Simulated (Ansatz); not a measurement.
# What ZrCdS3 in R-3c, a phase reached by a soft mode distorts into, part 3 of 3

Wanted: the energy along a soft mode of ZrCdS3 in R-3c, a phase reached by a soft mode and the structure at the end.

Ansatz 0.2.0; DFT PBEsol, scalar-relativistic, plane waves, PAW; PAW set soft_1.

So far. Step 5 (Energy along the mode, all amplitudes (two of the runs …): The lowest step is at 0.45 Å, 17.5 meV/atom below the parent, and the energy rises beyond it. Step 7 (The new phase in its own primitive cell): The largest force component left is 0.68 meV/Å and the pressure is -0.004 GPa, within the tolerances set. The cell now holds 21.65 Å³/atom.

### Step 8. Modes of the new phase

A relaxed structure may still be a saddle point, so its zone-centre modes are computed. The response to a homogeneous field gives the Born charges and the dielectric tensor.

input.yaml

```yaml
crystal:
  lattice:
    - [3.2675589594, 1.8865260448, 5.8541528338]
    - [-3.2675589594, 1.8865260448, 5.8541528338]
    - [0.0, -3.7730520896, 5.8541528338]
  atoms:
    - { symbol: Cd, position: [0.7165295979, 0.7165295979, 0.7165295979] }
    - { symbol: Cd, position: [0.2165295979, 0.2165295979, 0.2165295979] }
    - { symbol: Zr, position: [0.5173271579, 0.5173271579, 0.5173271579] }
    - { symbol: Zr, position: [0.0173271579, 0.0173271579, 0.0173271579] }
    - { symbol: S, position: [0.9006951372, 0.2771244626, 0.633282176] }
    - { symbol: S, position: [0.133282176, 0.7771244626, 0.4006951372] }
    - { symbol: S, position: [0.7771244626, 0.4006951372, 0.133282176] }
    - { symbol: S, position: [0.2771244626, 0.633282176, 0.9006951372] }
    - { symbol: S, position: [0.4006951372, 0.133282176, 0.7771244626] }
    - { symbol: S, position: [0.633282176, 0.9006951372, 0.2771244626] }
kpoints:
  mp_grid: { grid: [6, 6, 6] }
hamiltonian:
  xc: pbesol
  pseudopotentials: { kind: paw, azcp: { folder: soft_1 }, xc_functional: pbe }
scf:
  occupations: { method: fixed }
output:
  eigenvalues: true
phonons:
  method: dfpt
  dielectric: true
  rigid_motions: translations
```

On the command line:

```bash
ansatz run input.yaml --threads 8 --pin off --max-ram 16384MiB --backend cpu --events-out ev --progress --plain --runs-dir out
```

What it wrote:

```text
[...]
Crystal: 10 atoms, lattice volume = 216.522 Å³
Basis set: ecut = 420 eV, 4219 PW (Γ), exchange–correlation on 96×96×96 points (8 copies of the dense FFT grid, shifted against one another)
Bands: 60, of which v1, the nominal top of the filled ones, is band 50 counted from 1 (49 counted from 0)
Symmetry: 6 space group operations
k-points: 112 of 216 (irreducible under 1 space group operation, time reversal used)
[...]
SCF iter   1: F=—  HF=-29946.852691 eV  |F-HF|=—  |Δ(HF+E_count)|=         —  Δρ=3.41e-2  dr2=3.72e0  ethr=3.10e-3  ⟨swp⟩=5.5  Hψ=24138  notcnv=0  defer=862
[...]
SCF iter  12: F=-29945.869952 eV  HF=-29945.869952 eV  |F-HF|=3.64e-12  |Δ(HF+E_count)|=  1.06e-10  Δρ=6.70e-8  dr2=1.12e-11  ethr=1.00e-12  ⟨swp⟩=16.5  Hψ=43933  notcnv=0
SCF 1 converged in 12 iterations: F = -29945.869952 eV  dr2 = 1.12e-11
[...]
NSCF: frozen V_eff on 6 k-points
[...]
Bands: 51, of which v1, the nominal top of the filled ones, is band 50 counted from 1 (49 counted from 0)
k-points: 60 of 512 (time reversal used)
[...]
Eigensolver: Dense (60 Hₖ)
SCF iter   1: F=—  HF=-29945.620710 eV  |F-HF|=—  |Δ(HF+E_count)|=         —  Δρ=4.41e-4  dr2=1.77e-4  ethr=1.00e-1
[...]
SCF iter   5: F=-29945.620734 eV  HF=-29945.620734 eV  |F-HF|=1.52e-8  |Δ(HF+E_count)|=   1.91e-7  Δρ=2.61e-6  dr2=2.57e-8  ethr=4.99e-10
SCF 1 converged in 5 iterations: F = -29945.620734 eV  dr2 = 2.57e-8
[...]
SCF converged after 12 iterations
Free energy (F): -29945.869952 eV
[...]
Internal energy: -29945.869952 eV  (E = F + TS)
E sigma→0 (E₀):  -29945.869952 eV
Fermi energy:    7.918569 eV
[...]
--- Band table (eV; the first three rows and the last of 112) ---
  k-point 0: bands = [... 46 lower, 7.5982, 7.8991, 7.8991, 7.9112, 9.2260, 9.2502, 9.2502, 10.4167, ... 6 higher]
  k-point 1: bands = [... 46 lower, 7.5874, 7.6256, 7.7330, 7.8663, 9.3699, 9.5000, 9.5505, 10.4970, ... 6 higher]
  k-point 2: bands = [... 46 lower, 7.3996, 7.4160, 7.6856, 7.7678, 9.6082, 9.7439, 9.9686, 10.3868, ... 6 higher]
  k-point 111: bands = [... 46 lower, 7.5556, 7.5556, 7.5556, 7.5556, 9.8701, 9.8701, 10.6943, 10.6943, ... 6 higher]
[...]
ASR residual: 4.573e-5 → 0.000e0 eV/Å²; symmetrization residual: 8.616e-6 eV/Å²
[...]
ε∞ (high-frequency dielectric tensor):
       11.341639    -0.000000    -0.000000
       -0.000000    11.341639     0.000000
        0.000000     0.000000    11.811322
  ε⁰ (static dielectric tensor: ions relaxed, cell fixed):
       74.068042     0.000000    -0.000000
        0.000000    74.068042    -0.000000
       -0.000000    -0.000000   107.812804
  ε⁰ − ε∞ (ionic part):
       62.726403     0.000000    -0.000000
        0.000000    62.726403    -0.000000
       -0.000000    -0.000000    96.001482
[...]
Born effective charges Z* (e; rows j = field, columns β = displacement):
    site 0:
         2.77658   -0.01908   -0.00000
         0.01908    2.77658    0.00000
        -0.00000    0.00000    2.47897
    site 1:
         2.77658    0.01908   -0.00000
        -0.01908    2.77658    0.00000
         0.00000    0.00000    2.47897
    site 2:
         7.22055    0.99374   -0.00000
        -0.99374    7.22055    0.00000
         0.00000    0.00000    8.07181
    site 3:
         7.22055   -0.99374   -0.00000
         0.99374    7.22055    0.00000
        -0.00000    0.00000    8.07181
    site 4:
        -3.74332    0.69691   -1.47502
         0.84187   -2.92143    1.24003
        -1.68907    1.57190   -3.51693
    site 5:
        -3.79321    0.81306   -1.81141
         0.66810   -2.87154    0.65739
        -2.20584    0.67683   -3.51693
    site 6:
        -3.74332   -0.69691    1.47502
        -0.84187   -2.92143    1.24003
         1.68907    1.57190   -3.51693
    site 7:
        -3.79321   -0.81306    1.81141
        -0.66810   -2.87154    0.65739
         2.20584    0.67683   -3.51693
    site 8:
        -2.46059    0.10128    0.33639
        -0.04368   -4.20416   -1.89742
         0.51677   -2.24873   -3.51693
    site 9:
        -2.46059   -0.10128   -0.33639
         0.04368   -4.20416   -1.89742
        -0.51677   -2.24873   -3.51693
  Z* charge neutrality: 1.917e-2 e pre-enforcement
[...]
optical modes at Γ without the LO–TO term, one row a degenerate level:
      ω (cm⁻¹)  modes    IR ((D/Å)²/amu)
         44.86      2            15.7435
[...]
optical modes at Γ + LO–TO along q̂ = [1.0000, 0.0000, 0.0000]:
      ω (cm⁻¹)  modes    IR ((D/Å)²/amu)
[...]
optical modes at Γ + LO–TO along q̂ = [0.0000, 1.0000, 0.0000]:
      ω (cm⁻¹)  modes    IR ((D/Å)²/amu)
[...]
optical modes at Γ + LO–TO along q̂ = [0.0000, 0.0000, 1.0000]:
      ω (cm⁻¹)  modes    IR ((D/Å)²/amu)
[...]
161.49      1             6.8648
        162.30      1             0.0000
        170.69      2            16.9628
        202.57      1             0.0000
        217.30      2            58.2231
        237.37      2            19.8130
        250.06      1             1.0466
        267.12      1             0.0000
        294.21      2             7.9436
        300.55      2            35.4650
        369.64      1           103.8449
        392.49      1             0.0000
```

Wall time 4.8 min (8 threads of AMD EPYC 7B13 (Zen 3), shared host); peak memory 5.7 GiB; 34 min of CPU time.

This step gave:

```
sum-rule residual before enforcement                    : 4.57e-5 eV/Å²
miss of the charge sum rule                             : 0.01917 e
estimated error of the dielectric tensor                : 0.05472
estimated error of the Born charges                     : 0.07470 e
point group                                             : 3m
highest optical mode at the zone centre (no LO-TO term) : 392.5 cm⁻¹
lowest optical zone-centre mode                         : 44.86 cm⁻¹
mean high-frequency dielectric constant                 : 11.50
largest Born charge (third of the trace)                : 7.504 e
mean static dielectric constant                         : 85.32
top of the zone-centre spectrum with the field          : 392.5 cm⁻¹
```

Patterns of degenerate modes are one choice out of their space. The modes at Γ (shares of kinetic energy by element, %):

```
mode  frequency (cm⁻¹)  symmetry  Cd %  Zr %  S %
   1               0.0  acoustic    38    30   32
   2               0.0  acoustic    37    30   32
   3               0.0  acoustic    37    30   32
   4              44.9         E    30    59   12
   5              44.9         E    30    59   12
   6              51.9        A2    86    10    4
   7              55.0        A1    32    60    8
   8              82.8         E    76     8   16
   9              82.8         E    76     8   16
  10              92.9        A1    29     4   67
  11             101.5         E    15     1   84
  12             101.5         E    15     1   84
  13             109.3         E     5     1   94
  14             109.3         E     5     1   94
  15             162.3        A2     8     6   86
  16             170.7         E    27    40   33
  17             170.7         E    27    40   33
  18             202.6        A2     6    67   27
  19             217.3         E     2    52   46
  20             217.3         E     2    52   46
  21             235.8        A1     1     2   98
  22             237.4         E     5     2   93
  23             237.4         E     5     2   93
  24             262.2        A1     1     5   95
  25             267.1        A2     0    17   82
  26             294.2         E     1     1   99
  27             294.2         E     1     1   99
  28             300.6         E     2     6   92
  29             300.6         E     2     6   92
  30             392.5        A2     0     0  100
```

Displacements in mode 4 (44.9 cm⁻¹), the largest set to 1:
```
Cd1 -0.59 -0.25  0.00
Cd2 -0.05 -0.64  0.00
Zr3  0.10  1.00  0.00
Zr4  0.92  0.41  0.00
S5  -0.19 -0.38  0.06
S6  -0.21 -0.34  0.03
S7   0.08 -0.05 -0.40
S8   0.18 -0.19 -0.41
S9  -0.31  0.06  0.36
S10 -0.17  0.04  0.35
```

Displacements in mode 22 (237.4 cm⁻¹), the largest set to 1:
```
Cd1  0.00 -0.18  0.00
Cd2  0.07  0.16  0.00
Zr3  0.12  0.01  0.00
Zr4  0.10 -0.06  0.00
S5  -0.79 -0.59 -0.05
S6   0.18  1.00 -0.26
S7  -0.62  0.42 -0.11
S8   0.19 -0.79  0.35
S9   0.29  0.01  0.37
S10 -0.13  0.15 -0.30
```

Optical modes at the zone centre, without and with the macroscopic field of the longitudinal modes; each column is sorted by frequency, so a row need not hold one and the same mode. Modes with and without the field, by row:

```
rank among optical modes  no field (cm⁻¹)  q along (1, 0, 0) (cm⁻¹)  q along (0, 0, 1) (cm⁻¹)
                       1             44.9                      44.9                      44.9
                       2             44.9                      51.9                      44.9
                       3             51.9                        55                      51.9
                       4               55                      61.8                      63.9
                       5             82.8                      82.8                      82.8
                       6             82.8                      82.9                      82.8
                       7             92.9                      92.9                     101.5
                       8            101.5                     101.5                     101.5
                       9            101.5                     105.8                     109.3
                      10            109.3                     109.3                     109.3
                      11            109.3                     125.1                     161.5
                      12            162.3                     162.3                     162.3
                      13            170.7                     170.7                     170.7
                      14            170.7                     178.8                     170.7
                      15            202.6                     202.6                     202.6
                      16            217.3                     217.3                     217.3
                      17            217.3                     231.5                     217.3
                      18            235.8                     235.8                     237.4
                      19            237.4                     237.4                     237.4
                      20            237.4                     262.2                     250.1
                      21            262.2                     267.1                     267.1
                      22            267.1                     267.5                     294.2
                      23            294.2                     294.2                     294.2
                      24            294.2                     295.4                     300.6
                      25            300.6                     300.6                     300.6
                      26            300.6                     369.2                     369.6
                      27            392.5                     392.5                     392.5
```

Born charge (rows field, columns displacement) (e), principal values of the symmetric part by kind of site:

```
atom  atoms with these values    low  middle   high   mean
 Cd1                        2   2.48    2.78   2.78   2.68
 Zr3                        2   7.22    7.22   8.07   7.50
  S5                        6  -5.99   -2.55  -1.64  -3.39
```

In full for Zr3:

```
 7.22  0.99  0.00
-0.99  7.22  0.00
 0.00  0.00  8.07
```

High-frequency dielectric tensor:

```
11.34  0.00  0.00
 0.00 11.34  0.00
 0.00  0.00 11.81
```

Static dielectric tensor (ions relaxed, fixed cell):

```
 74.1   0.0   0.0
  0.0  74.1   0.0
  0.0   0.0 107.8
```

Transverse modes. Infrared lines, with heights relative to the strongest:

| position (cm⁻¹) | relative intensity |
| --- | --- |
| 45 | 27 |
| 52 | 0.0 |
| 55 | 21 |
| 83 | 0.3 |
| 93 | 71 |
| 102 | 26 |
| 109 | 16 |
| 162 | 0.0 |
| 171 | 29 |
| 203 | 0.0 |
| 217 | 100 |
| 236 | 54 |
| 237 | 34 |
| 262 | 46 |
| 267 | 0.0 |
| 294 | 14 |
| 301 | 61 |
| 392 | 0.0 |

Before it was imposed, the acoustic sum rule was missed by 4.6e-5 eV/Å² and the charge sum rule by 0.019 e. Small misses are needed for a sound result but don't prove that mesh and cutoff are converged. The lowest optical mode is real, 44.9 cm⁻¹.

The log warns of the k mesh: “the force constants stand on the 6×6×6 k-mesh, whose period is 13.16 times the interband length at k = (0.0000, 0.0000, 0.0000), direct gap 1.315 eV, under 14: take them and everything formed from them as unconverged”.

### Step 9. The phases reached

The phases reached along the modes that were followed are set side by side.

Energies are those of the first relaxation, on the mesh of the frozen mode; space group, volume and gap are those of the last relaxation. Phases, by row:

| mode frozen in | space group | energy from parent (meV/atom) | volume (Å³/atom) | gap on mesh (eV) | lowest zone-centre optical mode (cm⁻¹) | largest shift (Å) |
| --- | --- | --- | --- | --- | --- | --- |
| parent | R-3c | 0 | 21.93 | 0.927 | – | – |
| q = (0, 0, 0), 46i cm⁻¹ | R3c | -25.55 | 21.65 | 1.307 | 44.9 | 0.746 |

### Step 10. Outcome

| Property | Result |
| --- | --- |
| unstable mode of the parent | q = (0, 0, 0), 46i cm⁻¹ |
| depth at the lowest point sampled | 17.5 meV/atom |
| largest atomic shift at that point | 0.45 Å |
| space group reached | R3c |
| energy gained over the parent (first relaxation, on the mesh of the frozen mode) | 25.6 meV/atom |
| volume per atom, phase reached | 21.7 Å³ |
| gap on the k-mesh, phase reached | 1.31 eV |
| lowest optical zone-centre mode, phase reached | 44.9 cm⁻¹ |
| highest optical mode at the zone centre (no LO-TO term), phase reached | 392 cm⁻¹ |

What this shows: Along this mode the structure falls into R3c, 25.6 meV/atom below the parent. At the parent's cell the well is 17.52 meV/atom deep on the steps tried, with its lowest point at a shift of 0.45 Å. Relaxing atoms and cell changes the gain by +8.04 meV/atom against the lowest step (energies at zero smearing). The new phase has no imaginary mode at the zone centre of its cell; other wavevectors were not checked. Each path keeps the symmetry of its pattern, so a lower phase may lie along a pattern not tried. With the field response the log warns that the k mesh is coarse for the force constants too, so the frequencies are to be taken as unconverged. The PAW files were made for PBE and serve the other functionals too. The starting cell was built on a prototype and not taken from a measurement, so the phase need not exist.

[Long decimals in the printed logs are rounded to 6 places.]

[Logs are printed without paths, hosts, clocks, repeated set-up lines and the standing remarks that a program may print on its own settings, such as how far it seeks lower states.]

[Hosts, paths, dates, database ids (printed as entryN), source tags and the programs' standing remarks are cut or masked in the printed files.]

[Where the starting crystal was built by hand or by swapping elements, it need not be the compound's stable phase.]
